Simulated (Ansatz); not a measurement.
# Si on Ni(111): change of the work function, part 2 of 4

Aim: the work function of Ni(111) at several coverages of Si (fcc site), and the dipole that each adsorbate carries.

Ansatz 0.2.0; plane-wave DFT, PBE, Ansatz PAW.

So far, work function, upper face (eV): step 2 (the clean slab) 5.07.

### Step 3. The covered slab, k-mesh 4×4×1, coverage 0.111 ML

System of this step: Si/Ni(111). The cell holds 37 atoms: 36 Ni and 1 Si. Its edges and angles: a = 7.467 Å, b = 7.467 Å, c = 26.011 Å, α = 90.0°, β = 90.0°, γ = 60.0°. Vacuum lies along c.

The clean slab as it ended is repeated in the plane and the adsorbate is set on one face; the cell's size fixes the coverage, and the k-mesh shrinks with it to keep the sampling density about even. Adsorbate and upper layers relax, since the dipole depends on the height.

Input file input.yaml:

```yaml
crystal:
  lattice:
    - [7.4670476093, 0.0, 0.0]
    - [3.7335238046, 6.4666529209, 0.0]
    - [0.0, 0.0, 26.010722271]
  atoms:
    - { symbol: Ni, position: [0.0, 0.0, 0.3460111529], spin: 0.7 }
    - { symbol: Ni, position: [0.1111111111, 0.1111111111, 0.4241432756], spin: 0.72 }
    - { symbol: Ni, position: [0.2222222222, 0.2222222222, 0.5020155587], spin: 0.72 }
    - { symbol: Ni, position: [0.0, 0.0, 0.5791060347], spin: 0.7 }
    - { symbol: Ni, position: [0.0, 0.3333333333, 0.3460111529], spin: 0.7 }
    - { symbol: Ni, position: [0.1111111111, 0.4444444444, 0.4241432756], spin: 0.72 }
    - { symbol: Ni, position: [0.2222222222, 0.5555555556, 0.5020155587], spin: 0.72 }
    - { symbol: Ni, position: [0.0, 0.3333333333, 0.5791060347], spin: 0.7 }
    - { symbol: Ni, position: [0.0, 0.6666666667, 0.3460111529], spin: 0.7 }
    - { symbol: Ni, position: [0.1111111111, 0.7777777778, 0.4241432756], spin: 0.72 }
    - { symbol: Ni, position: [0.2222222222, 0.8888888889, 0.5020155587], spin: 0.72 }
    - { symbol: Ni, position: [0.0, 0.6666666667, 0.5791060347], spin: 0.7 }
    - { symbol: Ni, position: [0.3333333333, 0.0, 0.3460111529], spin: 0.7 }
    - { symbol: Ni, position: [0.4444444444, 0.1111111111, 0.4241432756], spin: 0.72 }
    - { symbol: Ni, position: [0.5555555556, 0.2222222222, 0.5020155587], spin: 0.72 }
    - { symbol: Ni, position: [0.3333333333, 0.0, 0.5791060347], spin: 0.7 }
    - { symbol: Ni, position: [0.3333333333, 0.3333333333, 0.3460111529], spin: 0.7 }
    - { symbol: Ni, position: [0.4444444444, 0.4444444444, 0.4241432756], spin: 0.72 }
    - { symbol: Ni, position: [0.5555555556, 0.5555555556, 0.5020155587], spin: 0.72 }
    - { symbol: Ni, position: [0.3333333333, 0.3333333333, 0.5791060347], spin: 0.7 }
    - { symbol: Ni, position: [0.3333333333, 0.6666666667, 0.3460111529], spin: 0.7 }
    - { symbol: Ni, position: [0.4444444444, 0.7777777778, 0.4241432756], spin: 0.72 }
    - { symbol: Ni, position: [0.5555555556, 0.8888888889, 0.5020155587], spin: 0.72 }
    - { symbol: Ni, position: [0.3333333333, 0.6666666667, 0.5791060347], spin: 0.7 }
    - { symbol: Ni, position: [0.6666666667, 0.0, 0.3460111529], spin: 0.7 }
    - { symbol: Ni, position: [0.7777777778, 0.1111111111, 0.4241432756], spin: 0.72 }
    - { symbol: Ni, position: [0.8888888889, 0.2222222222, 0.5020155587], spin: 0.72 }
    - { symbol: Ni, position: [0.6666666667, 0.0, 0.5791060347], spin: 0.7 }
    - { symbol: Ni, position: [0.6666666667, 0.3333333333, 0.3460111529], spin: 0.7 }
    - { symbol: Ni, position: [0.7777777778, 0.4444444444, 0.4241432756], spin: 0.72 }
    - { symbol: Ni, position: [0.8888888889, 0.5555555556, 0.5020155587], spin: 0.72 }
    - { symbol: Ni, position: [0.6666666667, 0.3333333333, 0.5791060347], spin: 0.7 }
    - { symbol: Ni, position: [0.6666666667, 0.6666666667, 0.3460111529], spin: 0.7 }
    - { symbol: Ni, position: [0.7777777778, 0.7777777778, 0.4241432756], spin: 0.72 }
    - { symbol: Ni, position: [0.8888888889, 0.8888888889, 0.5020155587], spin: 0.72 }
    - { symbol: Ni, position: [0.6666666667, 0.6666666667, 0.5791060347], spin: 0.7 }
    - { symbol: Si, position: [0.1111111111, 0.1111111111, 0.6539888471] }
magnetization:
  spin_polarized: true
kpoints:
  mp_grid: { grid: [4, 4, 1] }
hamiltonian:
  xc: pbe
scf:
  occupations: { method: fermi_dirac, width: 0.1 }
  convergence: { dr2_threshold: 1.0e-08 }
efield:
  axis: 3
  dipole_correction: true
  ramp_position: 0.97
  ramp_width: 0.06
relax:
  f_tol: 0.02
  max_steps: 60
  constraints:
    - { sites: [0, 1, 4, 5, 8, 9, 12, 13, 16, 17, 20, 21, 24, 25, 28, 29, 32, 33] }
output:
  write_potential: true
  write_density: true
  volumetric_format: npy
```

On the command line:

```bash
ansatz run input.yaml --threads 4 --pin off --max-ram 16384MiB --backend cpu --events-out ev --progress --plain --runs-dir out
```

Output:

```text
[...]
Crystal: 37 atoms, lattice volume = 1255.975 Å³
Basis set: ecut = 420 eV, 24579 PW (Γ), exchange–correlation on 100×100×360 points (8 copies of the dense FFT grid, shifted against one another)
Bands: 407, of which v1, the nominal top of the filled ones, is band 326 counted from 1 (325 counted from 0)
Symmetry: 6 space group operations
k-points: 4 of 16 (time reversal used)
[...]
Starting moments: Σ|m| = 25.56 μB on 36 of 37 sites
[...]
SCF iter   1: F=—  HF=-210821.192332 eV  |F-HF|=—  |Δ(HF+E_count)|=         —  Δρ=2.69e-2 (↑1.11e-2 ↓2.69e-2)  dr2=3.45e1  dr2_m=2.12e0  M=26.515 μB ∫|m|=28.113 μB  β_m=1.00  ethr=3.10e-3  p=-0.000 e·Å  D=-3.49e-7 V/Å  ΔV_dip=0.00 eV  dr2_dipole=1.28e0  V_vac-E_F(+/−)=7.20/7.20 eV  ⟨swp⟩=8.4  Hψ=15533  notcnv=0  defer=309
[...]
SCF iter  20: F=-210855.291021 eV  HF=-210855.291021 eV  |F-HF|=3.67e-9  |Δ(HF+E_count)|=   2.42e-9  Δρ=2.66e-7 (↑1.20e-7 ↓2.66e-7)  dr2=2.15e-9  dr2_m=8.63e-11  M=22.578 μB ∫|m|=26.239 μB  ethr=1.00e-12  p=0.058 e·Å  D=8.36e-3 V/Å  ΔV_dip=-0.22 eV  dr2_dipole=3.28e-10  V_vac-E_F(+/−)=4.86/5.07 eV  ⟨swp⟩=6.0  Hψ=17805  notcnv=0
SCF 1 converged in 20 iterations: F = -210855.291021 eV  dr2 = 2.15e-9
[...]
relax step   1: F+E_penalty+E_count = -210855.29102085 eV  Δ(F+E_penalty+E_count) = +0.000e0 eV  max|allowed force component| = 2.142e0 eV/Å  Δτ_max = 0.0000 Å  (20 SCF iters, accepted)
[...]
SCF iter  15: F=-210855.518518 eV  HF=-210855.518518 eV  |F-HF|=1.16e-10  |Δ(HF+E_count)|=  8.73e-10  Δρ=2.79e-7 (↑1.17e-7 ↓2.79e-7)  dr2=1.18e-9  dr2_m=1.03e-10  M=22.434 μB ∫|m|=26.062 μB  ethr=1.00e-12  p=0.047 e·Å  D=6.82e-3 V/Å  ΔV_dip=-0.18 eV  dr2_dipole=1.21e-13  V_vac-E_F(+/−)=4.90/5.08 eV  ⟨swp⟩=6.0  Hψ=19791  notcnv=0
SCF 2 converged in 15 iterations: F = -210855.518518 eV  dr2 = 1.18e-9
[...]
relax step   2: F+E_penalty+E_count = -210855.51851828 eV  Δ(F+E_penalty+E_count) = -2.275e-1 eV  max|allowed force component| = 1.293e0 eV/Å  Δτ_max = 0.1222 Å  (15 SCF iters, accepted)
SCF iter   1: F=—  HF=-210855.635816 eV  |F-HF|=—  |Δ(HF+E_count)|=         —  Δρ=1.61e-3 (↑1.61e-3 ↓1.14e-3)  dr2=1.20e-1  dr2_m=8.29e-3  M=22.359 μB ∫|m|=25.960 μB  β_m=1.00  ethr=1.96e-4  p=0.047 e·Å  D=6.82e-3 V/Å  ΔV_dip=-0.18 eV  dr2_dipole=1.29e-2  V_vac-E_F(+/−)=4.91/5.08 eV  ⟨swp⟩=4.8  Hψ=7771  notcnv=0  defer=368
[...]
SCF iter  16: F=-210855.618281 eV  HF=-210855.618281 eV  |F-HF|=3.20e-9  |Δ(HF+E_count)|=   6.93e-9  Δρ=1.50e-7 (↑4.54e-8 ↓1.50e-7)  dr2=2.41e-10  dr2_m=6.22e-11  M=22.271 μB ∫|m|=25.848 μB  ethr=1.00e-12  p=0.042 e·Å  D=6.11e-3 V/Å  ΔV_dip=-0.16 eV  dr2_dipole=4.31e-12  V_vac-E_F(+/−)=4.92/5.08 eV  ⟨swp⟩=6.0  Hψ=19011  notcnv=0
SCF 3 converged in 16 iterations: F = -210855.618281 eV  dr2 = 2.41e-10
[...]
relax step   3: F+E_penalty+E_count = -210855.61828061 eV  Δ(F+E_penalty+E_count) = -9.976e-2 eV  max|allowed force component| = 3.619e-1 eV/Å  Δτ_max = 0.1516 Å  (16 SCF iters, accepted)
[...]
relax step   4: F+E_penalty+E_count = -210855.62536337 eV  Δ(F+E_penalty+E_count) = -7.083e-3 eV  max|allowed force component| = 2.509e-2 eV/Å  Δτ_max = 0.0284 Å  (13 SCF iters, accepted)
SCF iter   1: F=—  HF=-210855.625965 eV  |F-HF|=—  |Δ(HF+E_count)|=         —  Δρ=1.02e-4 (↑7.70e-5 ↓1.02e-4)  dr2=1.55e-4  dr2_m=5.07e-5  M=22.296 μB ∫|m|=25.884 μB  β_m=1.00  ethr=2.99e-7  p=0.042 e·Å  D=5.98e-3 V/Å  ΔV_dip=-0.16 eV  dr2_dipole=5.09e-6  V_vac-E_F(+/−)=4.92/5.08 eV  ⟨swp⟩=3.2  Hψ=6353  notcnv=0  defer=377
[...]
SCF iter  10: F=-210855.625605 eV  HF=-210855.625605 eV  |F-HF|=5.82e-10  |Δ(HF+E_count)|=   4.10e-9  Δρ=5.21e-7 (↑2.05e-7 ↓5.21e-7)  dr2=4.65e-9  dr2_m=4.90e-10  M=22.296 μB ∫|m|=25.884 μB  ethr=1.00e-12  p=0.041 e·Å  D=5.95e-3 V/Å  ΔV_dip=-0.15 eV  dr2_dipole=2.53e-10  V_vac-E_F(+/−)=4.92/5.08 eV  ⟨swp⟩=6.1  Hψ=19971  notcnv=0
SCF 5 converged in 10 iterations: F = -210855.625605 eV  dr2 = 4.65e-9
relax step   5: F+E_penalty+E_count = -210855.62560523 eV  Δ(F+E_penalty+E_count) = -2.419e-4 eV  max|allowed force component| = 4.990e-3 eV/Å  Δτ_max = 0.0028 Å  (10 SCF iters, accepted)
NSCF: frozen V_eff on 4 k-points
[...]
SCF converged after 10 iterations
Magnetization: 22.2959 μB (337.1480 up, 314.8520 down)
Absolute magnetization: 25.9101 μB (∫|ρ↑−ρ↓|, with the PAW one-centre terms)
[...]
Per-site moments (μB) at R_I (Å): [(0.702508, 1.026719), (0.730012, 1.024569), (0.667921, 1.024569), (0.320681, 0.915901), (0.702508, 1.026719), (0.709136, 1.020796), (0.707355, 1.014014), (0.320681, 0.915901), (0.703941, 1.026719), (0.709136, 1.020796), (0.667921, 1.024569), (0.656049, 1.014014), (0.702508, 1.026719), (0.709136, 1.020796), (0.707355, 1.014014), (0.320681, 0.915901), (0.693396, 1.026719), (0.713782,  [...]
Free energy (F): -210855.625605 eV
[...]
Internal energy: -210853.524525 eV  (E = F + TS)
E sigma→0 (E₀):  -210854.575065 eV
Entropy (-TS):   -2.101080 eV (-56.786 meV/atom)
Fermi energy:    2.443827 eV
Dipole field:    D = 0.005954 V/Å  (p = 0.041324 e·Å, saw-weighted, corrected)
Work function:   Φ+ = 4.9226 eV   Φ− = 5.0775 eV
[...]
--- Forces (eV/Å), atoms counted from 1 ---
  atom   1  Ni     0.01032241     0.00595964     0.14973964
  atom   2  Ni    -0.00000000     0.00000000    -0.09234272
  atom   3  Ni    -0.00411047    -0.00237318     0.00253665
  atom   4  Ni    -0.00312374    -0.00180349     0.00436199
  atom   5  Ni     0.00000000    -0.01191929     0.14973964
  atom   6  Ni     0.01982316     0.00052981    -0.13378618
  atom   7  Ni     0.00054368    -0.00031389     0.00306361
  atom   8  Ni    -0.00000000     0.00360699     0.00436199
  atom   9  Ni     0.00090425    -0.00052207     0.15399754
  atom  10  Ni     0.00945275    -0.01743227    -0.13378618
  atom  11  Ni    -0.00000000     0.00474637     0.00253665
  atom  12  Ni     0.00087954    -0.00050780    -0.00208930
  atom  13  Ni    -0.01032241     0.00595964     0.14973964
  atom  14  Ni     0.01037041     0.01690245    -0.13378618
  atom  15  Ni    -0.00000000     0.00062779     0.00306361
  atom  16  Ni     0.00312374    -0.00180349     0.00436199
  atom  17  Ni    -0.00026340    -0.00015207     0.14282019
  atom  18  Ni    -0.00000000     0.00000000    -0.11368272
  atom  19  Ni    -0.00054368    -0.00031389     0.00306361
  atom  20  Ni    -0.00099046    -0.00057184    -0.00141885
  atom  21  Ni    -0.00000000     0.00030415     0.14282019
  atom  22  Ni    -0.00945275    -0.01743227    -0.13378618
  atom  23  Ni    -0.00254337     0.00146842    -0.00498952
  atom  24  Ni    -0.00000000     0.00114368    -0.00141885
  atom  25  Ni    -0.00000000     0.00104413     0.15399754
  atom  26  Ni    -0.01037041     0.01690245    -0.13378618
  atom  27  Ni     0.00411047    -0.00237318     0.00253665
  atom  28  Ni    -0.00000000     0.00101560    -0.00208930
  atom  29  Ni     0.00026340    -0.00015207     0.14282019
  atom  30  Ni    -0.01982316     0.00052981    -0.13378618
  atom  31  Ni     0.00000000    -0.00293683    -0.00498952
  atom  32  Ni     0.00099046    -0.00057184    -0.00141885
  atom  33  Ni    -0.00090425    -0.00052207     0.15399754
  atom  34  Ni    -0.00000000     0.00000000    -0.33040119
  atom  35  Ni     0.00254337     0.00146842    -0.00498952
  atom  36  Ni    -0.00087954    -0.00050780    -0.00208930
  atom  37  Si     0.00000000     0.00000000    -0.00494097
  max |Σ_I F_I| component: 1.88e-5 eV/Å
--- Band table (eV; the first three rows and the last of 8) ---
  k-point 0 ↑: bands = [... 322 lower, 1.6781, 1.6818, 1.6948, 1.6948, 1.6988, 1.7082, 1.7082, 1.7135, ... 77 higher]
  k-point 1 ↑: bands = [... 322 lower, 1.7723, 1.7852, 1.7915, 1.8065, 1.8227, 1.8365, 1.8388, 1.8509, ... 77 higher]
  k-point 2 ↑: bands = [... 322 lower, 1.8306, 1.8357, 1.8379, 1.8502, 1.8521, 1.8972, 1.9095, 1.9204, ... 77 higher]
  k-point 3 ↓: bands = [... 322 lower, 2.5823, 2.6229, 2.6429, 2.6600, 2.6663, 2.6801, 2.7113, 2.7296, ... 77 higher]
--- Relaxed structure (5 steps of the walk, 5 accepted, 0 SCFs on fresh bases) ---
  F+E_penalty+E_count = -210855.62560523 eV   max|allowed force component| = 4.990e-3 eV/Å
  atoms:
    - { symbol: Ni, position: [1.111111e-11, 1.111111e-11, 0.346011] }
    - { symbol: Ni, position: [0.111111, 0.111111, 0.4241432756] }
    - { symbol: Ni, position: [0.222096, 0.222096, 0.502074] }
    - { symbol: Ni, position: [-0.0021335, -0.0021335, 0.580413] }
    - { symbol: Ni, position: [1.111108e-11, 0.333333, 0.346011] }
    - { symbol: Ni, position: [0.111111, 0.444444, 0.4241432756] }
    - { symbol: Ni, position: [0.222263, 0.555535, 0.502358] }
    - { symbol: Ni, position: [-0.0021335, 0.337600, 0.580413] }
    - { symbol: Ni, position: [-2.222222e-11, 0.666667, 0.346011] }
    - { symbol: Ni, position: [0.111111, 0.777778, 0.4241432756] }
    - { symbol: Ni, position: [0.222096, 0.889140, 0.502074] }
    - { symbol: Ni, position: [-0.000587226, 0.666960, 0.578922] }
    - { symbol: Ni, position: [0.333333, 1.111111e-11, 0.346011] }
    - { symbol: Ni, position: [0.444444, 0.111111, 0.4241432756] }
    - { symbol: Ni, position: [0.555535, 0.222263, 0.502358] }
    - { symbol: Ni, position: [0.337600, -0.0021335, 0.580413] }
    - { symbol: Ni, position: [0.333333, 0.333333, 0.346011] }
    - { symbol: Ni, position: [0.444444, 0.444444, 0.4241432756] }
    - { symbol: Ni, position: [0.555535, 0.555535, 0.502358] }
    - { symbol: Ni, position: [0.333989, 0.333989, 0.579924] }
    - { symbol: Ni, position: [0.333333, 0.666667, 0.346011] }
    - { symbol: Ni, position: [0.444444, 0.777778, 0.4241432756] }
    - { symbol: Ni, position: [0.556686, 0.888324, 0.501498] }
    - { symbol: Ni, position: [0.333989, 0.665355, 0.579924] }
    - { symbol: Ni, position: [0.666667, -2.222220e-11, 0.346011] }
    - { symbol: Ni, position: [0.777778, 0.111111, 0.4241432756] }
    - { symbol: Ni, position: [0.889140, 0.222096, 0.502074] }
    - { symbol: Ni, position: [0.666960, -0.000587226, 0.578922] }
    - { symbol: Ni, position: [0.666667, 0.333333, 0.346011] }
    - { symbol: Ni, position: [0.777778, 0.444444, 0.4241432756] }
    - { symbol: Ni, position: [0.888324, 0.556686, 0.501498] }
    - { symbol: Ni, position: [0.665355, 0.333989, 0.579924] }
    - { symbol: Ni, position: [0.666667, 0.666667, 0.346011] }
    - { symbol: Ni, position: [0.777778, 0.777778, 0.4241432756] }
    - { symbol: Ni, position: [0.888324, 0.888324, 0.501498] }
    - { symbol: Ni, position: [0.666960, 0.666960, 0.578922] }
    - { symbol: Si, position: [0.111111, 0.111111, 0.644572] }
```

The job ended after 26 min (4 threads of Arm Neoverse V1, shared host; peak memory 9.8 GiB).

Step by step:

```
step  energy less that of the first step (eV)  largest force component (eV/Å)
   1                                   0.0000                          2.1416
   2                                  -0.2275                          1.2933
   3                                  -0.3273                          0.3619
   4                                  -0.3343                          0.0251
   5                                  -0.3346                          0.0050
```

Forces are held to the 6 operations that the program found; a distortion that breaks them can't arise in this run.

The atoms that moved most (Å):

| atom | dx | dy | dz | length |
| --- | --- | --- | --- | --- |
| Si37 | 0.000 | 0.000 | -0.245 | 0.245 |
| Ni16 | 0.024 | -0.014 | 0.034 | 0.044 |
| Ni4 | -0.024 | -0.014 | 0.034 | 0.044 |
| Ni8 | 0.000 | 0.028 | 0.034 | 0.044 |
| Ni24 | 0.000 | -0.008 | 0.021 | 0.023 |
| Ni32 | -0.007 | 0.004 | 0.021 | 0.023 |
| Ni20 | 0.007 | 0.004 | 0.021 | 0.023 |
| Ni31 | 0.000 | 0.007 | -0.013 | 0.015 |

The relaxed structure:

```xyz
37
Lattice="7.4670 0.0000 0.0000 3.7335 6.4667 0.0000 0.0000 0.0000 26.0107" Properties=species:S:1:pos:R:3
Ni    0.0000    0.0000    9.0000
Ni    1.2445    0.7185   11.0323
Ni    2.4876    1.4362   13.0593
Ni   -0.0239   -0.0138   15.0970
Ni    1.2445    2.1556    9.0000
Ni    2.4890    2.8741   11.0323
Ni    3.7338    3.5925   13.0667
Ni    1.2445    2.1831   15.0970
Ni    2.4890    4.3111    9.0000
Ni    3.7335    5.0296   11.0323
Ni    4.9780    5.7498   13.0593
Ni    2.4857    4.3130   15.0582
Ni    2.4890    0.0000    9.0000
Ni    3.7335    0.7185   11.0323
Ni    4.9780    1.4373   13.0667
Ni    2.5129   -0.0138   15.0970
Ni    3.7335    2.1556    9.0000
Ni    4.9780    2.8741   11.0323
Ni    6.2223    3.5925   13.0667
Ni    3.7409    2.1598   15.0842
Ni    4.9780    4.3111    9.0000
Ni    6.2225    5.0296   11.0323
Ni    7.4734    5.7445   13.0443
Ni    4.9780    4.3026   15.0842
Ni    4.9780    0.0000    9.0000
Ni    6.2225    0.7185   11.0323
Ni    7.4685    1.4362   13.0593
Ni    4.9780   -0.0038   15.0582
Ni    6.2225    2.1556    9.0000
Ni    7.4670    2.8741   11.0323
Ni    8.7116    3.5999   13.0443
Ni    6.2152    2.1598   15.0842
Ni    7.4670    4.3111    9.0000
Ni    8.7116    5.0296   11.0323
Ni    9.9497    5.7445   13.0443
Ni    7.4703    4.3130   15.0582
Si    1.2445    0.7185   16.7658
```

Numbers from this step:

```yaml
energy_at_zero_smearing: -210854.5751 eV
total_moment: 22.30 μB
work_function_upper_face: 4.923 eV
work_function_lower_face: 5.077 eV
dipole_along_the_normal: 0.04132 e·Å
step_between_the_vacuum_levels: -0.1549 eV
```

Running mean over 2.032 Å of the planar mean; the ramp of the sawtooth is left out. Table of electron's electrostatic potential energy less the Fermi level by z:

z (Å), electron's electrostatic potential energy less the Fermi level (eV) and a bar from the least value:
```
      3.5        5.1 ##############################
      4.0        5.1 ##############################
      4.5        5.1 ##############################
      5.0        5.1 ##############################
      5.5        5.1 ##############################
      6.0        5.0 ##############################
      6.5        4.9 ##############################
      7.0        4.4 #############################
      7.5        2.3 #########################
      8.0       -3.2 ##############
      8.5       -8.4 ####
      9.0      -10.0 #
      9.5      -10.3 
     10.0      -10.3 
     10.5      -10.4 
     11.0      -10.4 
     11.5      -10.4 
     12.0      -10.5 
     12.5      -10.4 
     13.0      -10.4 
     13.5      -10.4 
     14.0      -10.4 
     14.5      -10.4 
     15.0      -10.2 
     15.5       -9.4 ##
     16.0       -5.3 ##########
     16.5       -0.1 ####################
     17.0        2.4 #########################
     17.5        3.4 ###########################
     18.0        4.2 ############################
     18.5        4.7 #############################
     19.0        4.9 ##############################
     19.5        4.9 ##############################
     20.0        4.9 ##############################
     20.5        4.9 ##############################
     21.0        4.9 ##############################
     21.5        4.9 ##############################
     22.0        4.9 ##############################
     22.5        4.9 ##############################
```

Site moment by element, in μB:

```csv
element,atoms,mean,spread (r.m.s.),least,largest
Ni,36,0.662,0.105,0.321,0.734
Si,1,-0.031,0.000,-0.031,-0.031
```

The atoms farthest from the mean of their element:

```csv
atom,"x, y, z (Å)",site moment (μB)
Ni8,"1.24, 2.18, 15.10",0.321
Ni4,"-0.02, -0.01, 15.10",0.321
Ni16,"2.51, -0.01, 15.10",0.321
Ni34,"8.71, 5.03, 11.03",0.734
Ni2,"1.24, 0.72, 11.03",0.730
Ni18,"4.98, 2.87, 11.03",0.714
Ni6,"2.49, 2.87, 11.03",0.709
Ni10,"3.73, 5.03, 11.03",0.709
```

The relaxation took 5 steps and lowered the energy by 0.33 eV; the largest force on the free atoms ends at 0.0050 eV/Å.

The covered face has 4.92 eV, -0.15 eV against the clean one; the bare back face has moved by -0.00 eV, a measure of how thin the slab is.

(Continued in part 3 of 4.)

[Long decimals in the printed logs are rounded to 6 places.]

[Logs are printed without paths, hosts, clocks, repeated set-up lines and the standing remarks that a program may print on its own settings, such as how far it seeks lower states.]

[Hosts, paths, dates, database ids (printed as entryN), source tags and the programs' standing remarks are cut or masked in the printed files.]

[Maps of the electrostatic potential energy from Ansatz leave out the sawtooth potential of an applied field or a dipole correction, so their vacuum need not be flat; planar profiles and work functions include it.]
